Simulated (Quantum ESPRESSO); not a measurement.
Consider GdAlO3 (Pm-3m).

```
Gd Al O
1.0
     3.73533    0.00000    0.00000
     0.00000    3.73533    0.00000
     0.00000    0.00000    3.73533
Gd Al O
1 1 3
Direct
  0.00000 0.00000 0.00000
  0.50000 0.50000 0.50000
  0.50000 0.50000 0.00000
  0.50000 0.00000 0.50000
  0.00000 0.50000 0.50000
```

Absorber: atom 1, with 12 O at 2.64 Å (cuboctahedral, site symmetry m-3m). Method: Quantum ESPRESSO XSpectra, PBEsol, full core hole (charged cell), 10-atom cell with 5.3 Å between holes, 4×4×4 k points, dipole transitions, Lorentzian half width 2 eV (not a setting of the program: the run's 0.4 eV curve was folded afterwards with a further Lorentzian), without spin-orbit coupling.

**Question.** Where do the maxima of the Gd L₃ edge fall?

Main maxima up to 30 eV above the zero (height): 2.1 eV (2.73) and 28.2 eV (1.01). At an L edge the dipole rule selects empty d (and weakly s) states on the absorber, and the strong line at the onset measures the empty part of its d band. 

The Gd L₃ spectrum (energy from the lowest empty level; intensity scaled to a mean of 1 over the first 20 eV; folded afterwards to Lorentzian half width 2 eV; the points at xe0, where the cut of filled states can leave a spike, are interpolated):

| E (eV) | intensity |
| --- | --- |
| -2.0 | 0.67 |
| -1.5 | 0.82 |
| -1.0 | 1.02 |
| -0.5 | 1.28 |
| 0.0 | 1.61 |
| 0.5 | 1.97 |
| 1.0 | 2.33 |
| 1.5 | 2.60 |
| 2.0 | 2.72 |
| 2.5 | 2.67 |
| 3.0 | 2.46 |
| 3.5 | 2.16 |
| 4.0 | 1.83 |
| 4.5 | 1.52 |
| 5.0 | 1.26 |
| 5.5 | 1.05 |
| 6.0 | 0.89 |
| 6.5 | 0.77 |
| 7.0 | 0.68 |
| 7.5 | 0.61 |
| 8.0 | 0.56 |
| 8.5 | 0.52 |
| 9.0 | 0.50 |
| 9.5 | 0.48 |
| 10.0 | 0.48 |
| 10.5 | 0.48 |
| 11.0 | 0.49 |
| 11.5 | 0.50 |
| 12.0 | 0.52 |
| 12.5 | 0.54 |
| 13.0 | 0.56 |
| 13.5 | 0.58 |
| 14.0 | 0.59 |
| 14.5 | 0.60 |
| 15.0 | 0.60 |
| 15.5 | 0.60 |
| 16.0 | 0.59 |
| 16.5 | 0.59 |
| 17.0 | 0.59 |
| 17.5 | 0.58 |
| 18.0 | 0.58 |
| 18.5 | 0.58 |
| 19.0 | 0.59 |
| 19.5 | 0.59 |
| 20.0 | 0.60 |
| 20.5 | 0.61 |
| 21.0 | 0.62 |
| 21.5 | 0.63 |
| 22.0 | 0.64 |
| 22.5 | 0.66 |
| 23.0 | 0.68 |
| 23.5 | 0.70 |
| 24.0 | 0.73 |
| 24.5 | 0.76 |
| 25.0 | 0.81 |
| 25.5 | 0.86 |
| 26.0 | 0.91 |
| 26.5 | 0.96 |
| 27.0 | 0.99 |
| 27.5 | 1.01 |
| 28.0 | 1.01 |
| 28.5 | 1.01 |
| 29.0 | 1.00 |
| 29.5 | 0.99 |
| 30.0 | 0.98 |
| 30.5 | 0.96 |
| 31.0 | 0.93 |
| 31.5 | 0.90 |
| 32.0 | 0.85 |

Only the L₃ part is meant: spin–orbit coupling of the core level isn't computed and the L₂ copy isn't added. The run has no spin polarisation, although Gd can carry a moment. Lanthanide 4f electrons are frozen in the core. The holes are only 5.3 Å apart, so the shape is probably not converged with cell size; no larger cell was run here. Lifetime broadening is put in by hand, and intensities beyond about 20 eV depend on it and on the partial waves; weight that the partial waves miss at high energy is lost. The structure is a computed Materials Project entry and may be a hypothetical form.

[Banner, clock and machine lines of the logs are left out without a mark of their own.]

[Logs are printed without paths, hosts, clocks, repeated set-up lines and the standing remarks that a program may print on its own settings, such as how far it seeks lower states.]

[Hosts, paths, dates, database ids (printed as entryN), source tags and the programs' standing remarks are cut or masked in the printed files.]

[Lists of maxima count a maximum above −3 eV only where it reaches 4 % of the highest in the window and stands out from its surroundings by 2 % of it (1.5 % where it reaches 55 %); shoulders and weaker maxima are passed over, and of the rest the first, up to two pre-edge ones and the few strongest are named.]
